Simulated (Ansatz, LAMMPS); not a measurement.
## A frame of liquid mixture of acetonitrile and H2O from 300 K (204 atoms): geometry optimisation

Aim: bring a frame of liquid mixture of acetonitrile and H2O from 300 K (204 atoms) to a nearby minimum of the energy and see what moves.

Calculated with Ansatz 0.2.0; Kohn-Sham DFT, r2SCAN+D3(BJ), PAW (set soft_2), plane waves.

## Step 1: The starting structure

The cell holds 204 atoms: 58 C, 29 N, 107 H and 10 O. Cell: a = 14.395 Å, b = 14.395 Å, c = 14.395 Å, α = 90.0°, β = 90.0°, γ = 90.0°. 29 acetonitrile, 10 H2O placed at random, at 0.763 g/cm³; overlaps pushed apart, then 10 ps at 450 K with MMFF94 bonds, angles, torsions, charges and radii (Halgren, J. Comput. Chem. 17, 490 (1996)) in harmonic and 12-6 forms; SPC/E water (Berendsen, Grigera and Straatsma, J. Phys. Chem. 91, 6269 (1987)). Snapshot after 20 ps at 300 K and fixed volume.

Limits known from the start: The network of contacts between molecules at the start is that of the classical potential that made the cell. The density was typed from a rule of thumb and may lie off the real one at this temperature. Only the Γ point is sampled, in a cell whose shortest periodic width is 14 Å.

## Step 2: How the cell was made

A classical potential supplies the starting structure, since it reaches far longer times than DFT.

This step: classical MD, MMFF94 bonds, angles, torsions, charges and radii (Halgren, J. Comput. Chem. 17, 490 (1996)) in harmonic and 12-6 forms; SPC/E water (Berendsen, Grigera and Straatsma, J. Phys. Chem. 91, 6269 (1987)) (LAMMPS 22 Jul 2025 - Update 4).

File in.lmp:

```
# liquid mixture of acetonitrile and H2O
units real
atom_style full
boundary p p p
bond_style harmonic
angle_style harmonic
dihedral_style opls
improper_style harmonic
special_bonds lj 0 0 0.5 coul 0 0 0.75
read_data data.lmp
neigh_modify delay 0 every 1 check yes one 4000
comm_modify cutoff 12.0
timestep 0.5
thermo_style custom step time temp pe press density
thermo_modify norm yes
# push overlapping molecules apart
pair_style soft 2.6
pair_coeff * * 0.0
variable a equal ramp(1,60)
fix ad all adapt 1 pair soft a * * v_a
velocity all create 450 627906 mom yes dist gaussian
fix lim all nve/limit 0.03
fix lan all langevin 450 450 50 627907 zero yes
thermo 1000
run 3000 post no
unfix ad
pair_style lj/cut/coul/long 9.0
pair_modify mix arithmetic tail yes
pair_coeff 1 1 0.0678 3.3680   # C
pair_coeff 2 2 0.0678 3.5530   # C
pair_coeff 3 3 0.0721 3.3270   # N
pair_coeff 4 4 0.0216 2.5400   # H
pair_coeff 5 5 0.1553 3.1660   # O
pair_coeff 6 6 0.0000 1.0000   # H
# [... 19 lines left out ...]
compute msd all msd com yes
thermo 5000
fix md all nvt temp 300 300 100
run 20000 post no
print "== T300: mean square displacement over the hold $(c_msd[4]:%.2f) A^2"
unfix md
uncompute msd
write_dump all custom T300.dump id type xs ys zs modify sort id
```

Command:

```console
$ lmp -in in.lmp -log none -nocite
```

The program printed:

```text
LAMMPS (22 Jul 2025 - Update 4)
Reading data file ...
  orthogonal box = (0 0 0) to (14.39531 14.39531 14.39531)
  204 atoms
  orthogonal box = (0 0 0) to (14.39531 14.39531 14.39531)
  165 bonds
  213 angles
   Step          Time           Temp          PotEng         Press         Density
         0   0              450            0.055585091    3628.1822      0.76299956
      1000   500            408.82184      0.84821587     619.35783      0.76299956
      2000   1000           431.70577      0.77185269     8590.7307      0.76299956
      3000   1500           416.17969      0.83214386     8229.8125      0.76299956
Loop time of 0.170197 s on 1 MPI rank(s) for 3000 steps with 204 atoms
PPPM initialization ...
  G vector (1/distance) = 0.28997409
  grid = 8 8 8
  estimated relative force accuracy = 3.2801931e-05
   Step          Time           Temp          PotEng         Press         Density
[... 14 lines left out ...]
      2000   1000           446.20765     -0.55822588     5903.8607      0.76299956
Loop time of 1.06957 s on 1 MPI rank(s) for 2000 steps with 204 atoms
   Step          Time           Temp          PotEng         Press         Density
      2000   1000           469.32722     -0.62909379     9639.317       0.76299956
[... 5 lines left out ...]
Loop time of 5.72575 s on 1 MPI rank(s) for 10000 steps with 204 atoms
   Step          Time           Temp          PotEng         Press         Density
[... 4 lines left out ...]
Loop time of 2.8401 s on 1 MPI rank(s) for 5000 steps with 204 atoms
   Step          Time           Temp          PotEng         Press         Density
[... 2 lines left out ...]
     25000   24000          265.4257      -1.1318856      1355.698       0.76299956
     30000   29000          310.46316     -1.0243647      2019.8094      0.76299956
     35000   34000          284.48405     -0.99141658     351.58673      0.76299956
     37000   36000          285.43526     -1.0450337     -5567.0334      0.76299956
Loop time of 11.2216 s on 1 MPI rank(s) for 20000 steps with 204 atoms
== T300: mean square displacement over the hold 36.29 A^2
```

Run time: 22 s. Hardware: 1 thread of Intel Xeon Platinum 8488C (Sapphire Rapids), shared host; peak memory 0.12 GiB.

The input also reads data.lmp (atoms, bonds and types; not printed here).

## Step 3: Single point at the start

The forces at the start show how far the geometry lies from a minimum of this functional.

File input.yaml:

```yaml
crystal:
  lattice:
    - [14.39531, 0.0, 0.0]
    - [0.0, 14.39531, 0.0]
    - [0.0, 0.0, 14.39531]
  atoms:
    - { symbol: C, position: [0.77804, 0.00555, 0.74371] }
    - { symbol: C, position: [0.73705, 0.92998, 0.69246] }
    - { symbol: "N", position: [0.71374, 0.86371, 0.6505] }
    - { symbol: H, position: [0.85346, 0.99642, 0.76143] }
    - { symbol: H, position: [0.77782, 0.06852, 0.70134] }
    - { symbol: H, position: [0.7448, 0.01437, 0.80998] }
    - { symbol: C, position: [0.81171, 0.44262, 0.45492] }
    - { symbol: C, position: [0.82102, 0.3478, 0.48218] }
    - { symbol: "N", position: [0.82335, 0.2717, 0.51145] }
    - { symbol: H, position: [0.75047, 0.47015, 0.48594] }
    - { symbol: H, position: [0.87264, 0.48412, 0.47927] }
    - { symbol: H, position: [0.80099, 0.44892, 0.37713] }
    - { symbol: C, position: [0.45696, 0.65753, 0.84509] }
    - { symbol: C, position: [0.41982, 0.64361, 0.9338] }
    - { symbol: "N", position: [0.39391, 0.63229, 0.00949] }
    - { symbol: H, position: [0.53734, 0.65699, 0.84225] }
    - { symbol: H, position: [0.42948, 0.596, 0.80812] }
    - { symbol: H, position: [0.42997, 0.71614, 0.81042] }
    - { symbol: C, position: [0.94425, 0.22862, 0.26493] }
    - { symbol: C, position: [0.96853, 0.31775, 0.22637] }
    - { symbol: "N", position: [0.97614, 0.39027, 0.19416] }
    - { symbol: H, position: [0.93111, 0.23847, 0.34177] }
    - { symbol: H, position: [0.88168, 0.19783, 0.23996] }
    - { symbol: H, position: [0.00294, 0.17664, 0.25424] }
    - { symbol: C, position: [0.74822, 0.07024, 0.99682] }
    - { symbol: C, position: [0.72242, 0.1501, 0.05541] }
    - { symbol: "N", position: [0.70019, 0.21213, 0.09909] }
    - { symbol: H, position: [0.78669, 0.02294, 0.03605] }
    - { symbol: H, position: [0.68692, 0.03434, 0.96394] }
    - { symbol: H, position: [0.78887, 0.09874, 0.94076] }
    - { symbol: C, position: [0.92302, 0.8053, 0.56515] }
    - { symbol: C, position: [0.97471, 0.71552, 0.55003] }
    [... 166 atom lines left out ...]
    - { symbol: O, position: [0.49824, 0.95894, 0.13074] }
    - { symbol: H, position: [0.47609, 0.97319, 0.06646] }
    - { symbol: H, position: [0.47434, 0.00714, 0.17468] }
    - { symbol: O, position: [0.04588, 0.42938, 0.55029] }
    - { symbol: H, position: [0.03888, 0.49735, 0.56281] }
    - { symbol: H, position: [0.09636, 0.41952, 0.5036] }
kpoints:
  mp_grid: { grid: [1, 1, 1] }
hamiltonian:
  xc: r2scan
  dispersion: d3bj
scf:
  occupations: { method: fixed }
output:
  forces: true
  stress: true
  populations: true
  dos:
    method: { smearing: { sigma: 0.15 } }
    de: 0.1
    projected: { site_lists: { C: [C], H: [H], "N": ["N"], O: [O] } }
  eigenvalues: true
```

Command:

```console
$ ansatz run input.yaml --threads 4 --pin off --max-ram 8192MiB --backend cpu --events-out ev --progress --plain --runs-dir out
```

The program printed:

```text
Warning: the engine holds no damping parameters fitted to this dispersion correction and functional, so the run takes those fitted to r2scan beside the three-body term, which d3bj leaves out (hamiltonian.dispersion, under Limitations)
Engine: ansatz 0.2.0, x86_64-unknown-linux-gnu
Pseudopotentials: kind: paw
Pseudopotential: C, paw, valence charge 4, recommended cutoff 500 eV (meta_gga), C.paw.azcp
Pseudopotential: N, paw, valence charge 5, recommended cutoff 500 eV (meta_gga), N.paw.azcp
Pseudopotential: H, paw, valence charge 1, recommended cutoff 500 eV (meta_gga), H.paw.azcp
Pseudopotential: O, paw, valence charge 6, recommended cutoff 500 eV (meta_gga), O.paw.azcp
[... 6 lines on functional and potentials left out ...]
Crystal: 204 atoms, lattice volume = 2983.067 Å³
Basis set: ecut = 500 eV, 75445 PW (Γ), exchange–correlation on 432×432×432 points (64 copies of the dense FFT grid, shifted against one another)
Bands: 476, of which v1, the nominal top of the filled ones, is band 272 counted from 1 (271 counted from 0)
Symmetry: 1 space group operations
Space group: P1 (ITA 1), of the structure as read, at distance tolerance 1.4e-4 Å
k-points: 1
[... 12 lines on functional and potentials left out ...]
Initial density: superposition of atomic densities (neutral atoms: chi_scale 0, normalization atom), corrected by the library's trained network
Initial wavefunctions: pseudopotential atomic-orbital guess
Functional: x = r2scan, c = r2scan; τ floored in thin density (d = 2e-4 eV/Å³)
SCF iter   1: F=—  HF=-33147.391903 eV  |F-HF|=—  |Δ(HF+E_count)|=         —  Δρ=6.43e-3  dr2=1.40e0  dr2_τ=1.86e1  ethr=1.77e-3  ⟨swp⟩=5.0  Hψ=1640  notcnv=0  defer=199
preconditioner: auto → Resta (q_TF=auto, 2.055 Å⁻¹)  ε∞=2.1  [insulator: Δε(μ)=4.807 eV  Ē_g=14.819 eV  n_scr=460 (ndim 8)  ℏωp=15.6 eV  f_vac=0.303  ε∞_Penn≈2.1]
SCF iter   2: F=—  HF=-33144.883486 eV  |F-HF|=—  |Δ(HF+E_count)|=    2.51e0  Δρ=4.20e-3  dr2=3.85e-1  dr2_τ=8.56e-2  ethr=2.57e-4  ⟨swp⟩=3.0  Hψ=826  notcnv=0  defer=202
SCF iter   3: F=—  HF=-33144.827309 eV  |F-HF|=—  |Δ(HF+E_count)|=   5.62e-2  Δρ=1.79e-3  dr2=8.93e-2  dr2_τ=1.01e-2  ethr=7.07e-5  ⟨swp⟩=3.0  Hψ=537  notcnv=0  defer=202
SCF iter   4: F=—  HF=-33144.833811 eV  |F-HF|=—  |Δ(HF+E_count)|=   6.50e-3  Δρ=8.18e-4  dr2=2.28e-2  dr2_τ=1.01e-3  ethr=1.64e-5  ⟨swp⟩=3.0  Hψ=514  notcnv=0  defer=202
SCF iter   5: F=—  HF=-33144.839274 eV  |F-HF|=—  |Δ(HF+E_count)|=   5.46e-3  Δρ=3.01e-4  dr2=4.20e-3  dr2_τ=4.37e-4  ethr=4.20e-6  ⟨swp⟩=3.0  Hψ=552  notcnv=0  defer=202
SCF iter   6: F=—  HF=-33144.841531 eV  |F-HF|=—  |Δ(HF+E_count)|=   2.26e-3  Δρ=1.12e-4  dr2=4.93e-4  dr2_τ=5.10e-5  ethr=7.73e-7  ⟨swp⟩=2.0  Hψ=807  notcnv=0  defer=202
SCF iter   7: F=—  HF=-33144.842445 eV  |F-HF|=—  |Δ(HF+E_count)|=   9.14e-4  Δρ=5.76e-5  dr2=1.07e-4  dr2_τ=1.32e-5  ethr=9.06e-8  ⟨swp⟩=2.0  Hψ=553  notcnv=0  defer=201
SCF iter   8: F=—  HF=-33144.842697 eV  |F-HF|=—  |Δ(HF+E_count)|=   2.52e-4  Δρ=1.76e-5  dr2=1.29e-5  dr2_τ=1.61e-6  ethr=1.97e-8  ⟨swp⟩=2.0  Hψ=553  notcnv=0  defer=201
SCF iter   9: F=—  HF=-33144.845539 eV  |F-HF|=—  |Δ(HF+E_count)|=   2.84e-3  Δρ=1.15e-5  dr2=5.16e-6  dr2_τ=6.63e-7  ethr=2.38e-9  ⟨swp⟩=2.0  Hψ=738  notcnv=0  defer=201
SCF iter  10: F=—  HF=-33144.845543 eV  |F-HF|=—  |Δ(HF+E_count)|=   4.56e-6  Δρ=3.36e-6  dr2=4.63e-7  dr2_τ=4.49e-8  ethr=9.49e-10  ⟨swp⟩=2.0  Hψ=541  notcnv=0  defer=201
SCF iter  11: F=—  HF=-33144.845546 eV  |F-HF|=—  |Δ(HF+E_count)|=   2.17e-6  Δρ=1.95e-6  dr2=1.49e-7  dr2_τ=1.47e-8  ethr=1.84e-11  ⟨swp⟩=17.0  Hψ=3712  notcnv=0
SCF iter  12: F=-33144.845546 eV  HF=-33144.845546 eV  |F-HF|=3.94e-8  |Δ(HF+E_count)|=   2.31e-7  Δρ=6.68e-7  dr2=1.88e-8  dr2_τ=2.42e-9  ethr=1.84e-11  ⟨swp⟩=5.0  Hψ=1697  notcnv=0
SCF 1 converged in 12 iterations: F = -33144.845546 eV  dr2 = 1.88e-8
  greatest PAW one-centre occupation: 0.870 electrons in one spin orbital (limit 2), on the O atom at site 198 (counted from 0), in its partial waves of l = 0
SCF converged after 12 iterations
Free energy (F): -33144.845546 eV
Harris-Foulkes:  -33144.845546 eV  (|F-HF|=3.94e-8)
Internal energy: -33144.845546 eV  (E = F + TS)
E sigma→0 (E₀):  -33144.845546 eV
Fermi energy:    -2.859388 eV
--- Per-component energies (eV) ---
  E_band       = -5292.116718
  E_kinetic    = 12044.202597
  E_local      = -38536.444515  (includes V_loc(G=0)·N_el)
  E_nonlocal   = 3592.058876
  E_hartree    = 13511.402590
  E_xc         = -6043.536979
  E_vxc        = -8550.549878  (∫ρ·V_xc dr)
  E_paw        = -11250.058309  (= ΣΔE_a)
  E_vpaw       = -1410.860955  (= ΣTr[D̂ρ^β])
  E_aug_tail   = -0.038656  (compensation charges beyond the density's cutoff)
  E_vtau       = 546.714462  (kinetic-family band-sum trace: ∫τ·v_τ [+ j·A + Jᵃ·Aᵃ] dr)
  E_ewald      = -6455.696396
  E_disp       = -4.121094  (pairwise vdW)
  E_core_change = -2.613659  (= ΣΔE_core)
  E_smearing   = -0.000000  (= −TS)
  E_closure    = -0.000000  (closes the sum)
  Σ components = -33144.845546   (vs F -33144.845546, Δ=0.00e0)
--- Forces (eV/Å), atoms counted from 1 ---
  atom   1  C      1.22243458     0.39732292    -0.11524033
  atom   2  C      0.18838238    -2.46908247    -1.29780902
  atom   3  N      0.47493432     2.19733077     1.17366398
  atom   4  H     -0.88934448    -0.49657387    -0.47522183
  atom   5  H     -0.36085608     0.06561906     0.18877400
  atom   6  H     -0.52845737     0.24970936     0.18782800
  atom   7  C      0.90347178     0.68539222    -1.44663460
  atom   8  C      0.00132625    -2.52725765     1.17000663
  atom   9  N      0.12798066     2.19149328    -1.00738298
  atom  10  H     -0.78545383     0.42320069     0.40706273
  atom  11  H     -0.58111199    -0.47944004    -0.47079054
  atom  12  H      0.44580008    -0.00616472     1.26210734
  atom  13  C      1.81532692    -1.69090062    -1.28742538
  atom  14  C     -0.16799291     0.26848362     2.76035761
[...]
atom 203  H      0.55920532    -1.44578326    -0.71951036
  atom 204  H     -0.95977581     0.81426860     1.23133737
  max |Σ_I F_I| component: 1.15e-4 eV/Å
--- Stress (GPa, compression-positive) ---
       -1.772257       0.013409       0.140316
        0.013409      -2.071071       0.507501
        0.140315       0.507501      -3.284036
  P = ⅓ Tr σ = -2.3758 GPa (-23.758 kbar)
--- Band table (eV) ---
  k-point 0: bands = ["-22.4726", "-22.1707", "-21.9173", "-21.8656", [... 460 levels ...], "8.4075", "8.4244", "8.4569", "8.5073", "8.5179", "8.5614", "8.5728", "8.6119", "8.6124", "8.6736", "8.6839", "8.7098"]
--- Löwdin populations: 204 sites ---
  site symbol       q [e]
     0      C      4.4786
     1      C      3.7492
     2      N      5.2549
[...]
203      H      0.6006
  spilling = 0.015689 (of n_electrons = 544.000000)
```

It took 1.9 min on 4 threads of Intel Xeon Platinum 8488C (Sapphire Rapids), shared host; peak memory 7.8 GiB.

Reading the cycles: dr2 is the Hartree energy of the density residual (eV), the measure of convergence; HF is the Harris–Foulkes estimate of the energy, which meets the free energy F at convergence.

The program notes that it cut back its work space to fit the memory limit. Further notices: dispersion damping borrowed.

Read from the output:

- free energy: -33144.8455 eV
- free energy per atom: -162.4747 eV/atom
- SCF cycles: 12
- pressure: -2.376 GPa
- r.m.s. force component: 0.9889 eV/Å
- longest force: 5.006 eV/Å
- Fermi energy: -2.859 eV
- gap (highest filled to lowest empty level): 5.07 eV
- spilling of the projection: 0.01569

The r.m.s. force component of 0.99 eV/Å and the pressure of -2.4 GPa set the starting point.

Neighbours are counted within 1.34 Å (H-C), 1.21 Å (H-O), 1.85 Å (C-C), 1.62 Å (C-N).

Length of the force by element and coordination:

```
element  coordination  atoms  mean length of the force (eV/Å)  spread  least  most
      C           all     58                             1.90   0.755  0.542  3.64
      C             2     29                             2.08   0.768  0.777  3.64
      C             4     29                             1.72   0.697  0.542  3.34
      H           all    107                             1.11   0.517  0.145  2.63
      N           all     29                             2.16    1.30  0.140  5.01
      O           all     10                            0.938   0.334  0.164  1.42
```

[end of part 1 of 2]

[Logs are printed without paths, hosts, clocks, repeated set-up lines and the standing remarks that a program may print on its own settings, such as how far it seeks lower states.]

[Hosts, paths, dates, database ids (printed as entryN), source tags and the programs' standing remarks are cut or masked in the printed files.]

[The MMFF94 radii named for the starting cell were scaled by 0.96; in molecules described by MMFF94, hydrogen bound to N, O or S took a small fixed 12-6 site in their place.]
